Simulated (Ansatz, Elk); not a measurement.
# How far do independent atoms describe CsLi?, part 2 of 2

The structure of CsLi used here is made up (a known structure type with other elements) and was relaxed beforehand with PBE. The aim is the Fourier transform of its all-electron density, F(hkl), set beside the sum over free spherical atoms that refinements use.

Elk 11.2.3 (patched build); all-electron DFT.

So far: Set-up; Ground state and structure factors; The highest occupied states alone.

The structure was built from a prototype and need not be the compound's stable phase.

### Step 4. Another functional

Level of this step: DFT, PBEsol, all-electron APW+lo, Dirac cores, scalar-relativistic bands, static density, no spin (Elk).

The difference from free atoms is small, so it is set against the change that PBEsol makes.

The input, elk.in:

```
tasks
  0
  195

xctype
  22

spinpol
  .false.

rgkmax
  7.0

gmaxvr
  14.0

lmaxo
  7

lmaxapw
  8

swidth
  0.002

tshift
  .false.

ramdisk
  .false.

hmaxvr
  5.5

maxscl
  120

epspot
  1e-06

sppath
  './'

avec
  -6.42650080203 6.42650080203 9.04509537779
  6.42650080203 -6.42650080203 9.04509537779
  6.42650080203 6.42650080203 -9.04509537779

atoms
  2
  'Cs.in'
  2
  0.0000000000 0.0000000000 0.0000000000   0.000000 0.000000 0.000000
  0.7500000000 0.2500000000 0.5000000000   0.000000 0.000000 0.000000
  'Li.in'
  2
  0.5000000000 0.5000000000 0.0000000000   0.000000 0.000000 0.000000
  0.2500000000 0.7500000000 0.5000000000   0.000000 0.000000 0.000000

ngridk
  5 5 5
```

Started as:

```bash
OMP_NUM_THREADS=4 elk
```

Numbers of over 12 decimals in the logs are rounded to 6 here.

Output:

```text
┌─────────────────────────┐
│ Elk code version 11.2.3 │
└─────────────────────────┘

All units are atomic (Hartree, Bohr, etc.)

┌─────────────────────────────────────────────────┐
│ Ground-state run starting from atomic densities │
└─────────────────────────────────────────────────┘

Lattice vectors :
  -6.426500802       6.426500802       9.045095378
   6.426500802      -6.426500802       9.045095378
   6.426500802       6.426500802      -9.045095378

Reciprocal lattice vectors :
 -0.3958588874E-18  0.4888496478      0.3473255419
[...]
muffin-tins (core leakage)
  species : 1 (Cs)
   atom 1                    :    53.01105209     (  0.1218891526E-04)
   atom 2                    :    53.01105209     (  0.1218891526E-04)
  species : 2 (Li)
   atom 1                    :    2.064996051     (   0.000000000    )
   atom 2                    :    2.064996051     (   0.000000000    )
 total in muffin-tins        :    110.1520963
 total calculated charge     :    115.9999716
 total charge                :    116.0000000
 error                       :   0.2837997367E-04

┌──────────────────────────────┐
│ Self-consistent loop stopped │
└──────────────────────────────┘

Wrote STATE.OUT
[key lines of the parts left out:]
total energy                :     -15589.211882824
```

The job ended after 70 s (4 threads of Intel Xeon Platinum 8259CL at 2.50GHz (Skylake/Cascade Lake), shared host; peak memory 0.3 GiB).

Against the first run R = 0.01 %; the largest change is +0.028 at 101.

### Step 5. Basis size

A smaller basis shows how fast F responds to it; the change is likely larger than the basis error of the first run, but doesn't show convergence.

elk.in: that of step 4 with these lines changed.

```diff
@@ -5,3 +5,3 @@
 xctype
-  22
+  20
 
@@ -11,3 +11,3 @@
 rgkmax
-  7.0
+  5.5
```

Started as:

```bash
OMP_NUM_THREADS=4 elk
```

Output:

```text
┌─────────────────────────┐
│ Elk code version 11.2.3 │
└─────────────────────────┘

All units are atomic (Hartree, Bohr, etc.)

┌─────────────────────────────────────────────────┐
│ Ground-state run starting from atomic densities │
└─────────────────────────────────────────────────┘

Lattice vectors :
  -6.426500802       6.426500802       9.045095378
   6.426500802      -6.426500802       9.045095378
   6.426500802       6.426500802      -9.045095378

Reciprocal lattice vectors :
 -0.3958588874E-18  0.4888496478      0.3473255419
[...]
muffin-tins (core leakage)
  species : 1 (Cs)
   atom 1                    :    53.00392947     (  0.1201391125E-04)
   atom 2                    :    53.00392947     (  0.1201391125E-04)
  species : 2 (Li)
   atom 1                    :    2.068153410     (   0.000000000    )
   atom 2                    :    2.068153410     (   0.000000000    )
 total in muffin-tins        :    110.1441658
 total calculated charge     :    115.9999836
 total charge                :    116.0000000
 error                       :   0.1635580408E-04

┌──────────────────────────────┐
│ Self-consistent loop stopped │
└──────────────────────────────┘

Wrote STATE.OUT
[key lines of the parts left out:]
total energy                :     -15595.568352969
```

The job ended after 47 s (4 threads; peak memory 0.27 GiB; 85 s of CPU time).

Against the first run R = 0.01 %; the largest change is +0.010 at 424.

### Step 6. Basis size

The basis and the expansions that go with it are enlarged, to see whether the differences are converged.

elk.in: that of step 5 with these lines changed.

```diff
@@ -11,12 +11,12 @@
 rgkmax
-  5.5
+  8.5
 
 gmaxvr
-  14.0
+  18.0
 
 lmaxo
-  7
+  9
 
 lmaxapw
-  8
+  10
```

Started as:

```bash
OMP_NUM_THREADS=4 elk
```

Output:

```text
┌─────────────────────────┐
│ Elk code version 11.2.3 │
└─────────────────────────┘

All units are atomic (Hartree, Bohr, etc.)

┌─────────────────────────────────────────────────┐
│ Ground-state run starting from atomic densities │
└─────────────────────────────────────────────────┘

Lattice vectors :
  -6.426500802       6.426500802       9.045095378
   6.426500802      -6.426500802       9.045095378
   6.426500802       6.426500802      -9.045095378

Reciprocal lattice vectors :
 -0.3958588874E-18  0.4888496478      0.3473255419
[...]
muffin-tins (core leakage)
  species : 1 (Cs)
   atom 1                    :    53.01542629     (  0.1202980183E-04)
   atom 2                    :    53.01542629     (  0.1202980183E-04)
  species : 2 (Li)
   atom 1                    :    2.069551994     (   0.000000000    )
   atom 2                    :    2.069551994     (   0.000000000    )
 total in muffin-tins        :    110.1699566
 total calculated charge     :    115.9999751
 total charge                :    116.0000000
 error                       :   0.2487789436E-04

┌──────────────────────────────┐
│ Self-consistent loop stopped │
└──────────────────────────────┘

Wrote STATE.OUT
[key lines of the parts left out:]
total energy                :     -15595.584198006
```

The job ended after 4.5 min (4 threads; peak memory 0.8 GiB; 13 min of CPU time).

Against the first run R = 0.00 %; the largest change is +0.001 at 101.

### Step 7. Settings against the effect

```tsv
run	R against the first run (%)	R against neutral atoms, low angle (%)	wall time
PBE, rgkmax 7	0.00	0.09	69 s
PBEsol	0.01	0.09	70 s
rgkmax 5.5	0.01	0.09	47 s
rgkmax 8.5 with larger expansions	0.00	0.09	4.5 min
```

### Step 8. Outcome

| Quantity | Value |
| --- | --- |
| R against neutral atoms, sin θ/λ < 0.3 Å⁻¹ | 0.09 % |
| R against neutral atoms, 0.3 to 0.61 Å⁻¹ | 0.08 % |

What this shows: Independent neutral atoms miss the calculated amplitudes by R = 0.09 % below 0.3 Å⁻¹ and 0.08 % from there to 0.61 Å⁻¹; by shells, 0.09 % below 0.15 Å⁻¹ (3 forms), 0.09 % 0.15 to 0.3 (14 forms), 0.05 % 0.3 to 0.45 (35 forms), 0.09 % above 0.45 (61 forms). Bonding, aspherical density and the tables' own atoms all enter these figures, and the runs don't part them. The largest change of an amplitude is -0.13 electrons, at 101. The window's part falls from 16.0 electrons at the origin to at most 0.35 between 0.45 and 0.61 Å⁻¹. The window holds more than the 4 outer electrons of the free atoms, so shallow core shells lie inside it. Below 0.3 Å⁻¹ the changes that finished (PBEsol, rgkmax 5.5 and rgkmax 8.5 with larger expansions) move F by R = 0.01 % at most, against the 0.09 % that separates it from free atoms. The k-mesh has no finished test. Part of the difference isn't bonding: the tables are fits to free atoms and ions calculated by other methods than this functional. Thermal motion, anomalous dispersion and extinction are left out.

[Logs are printed without paths, hosts, clocks, repeated set-up lines and the standing remarks that a program may print on its own settings, such as how far it seeks lower states.]

[Hosts, paths, dates, database ids (printed as entryN), source tags and the programs' standing remarks are cut or masked in the printed files.]
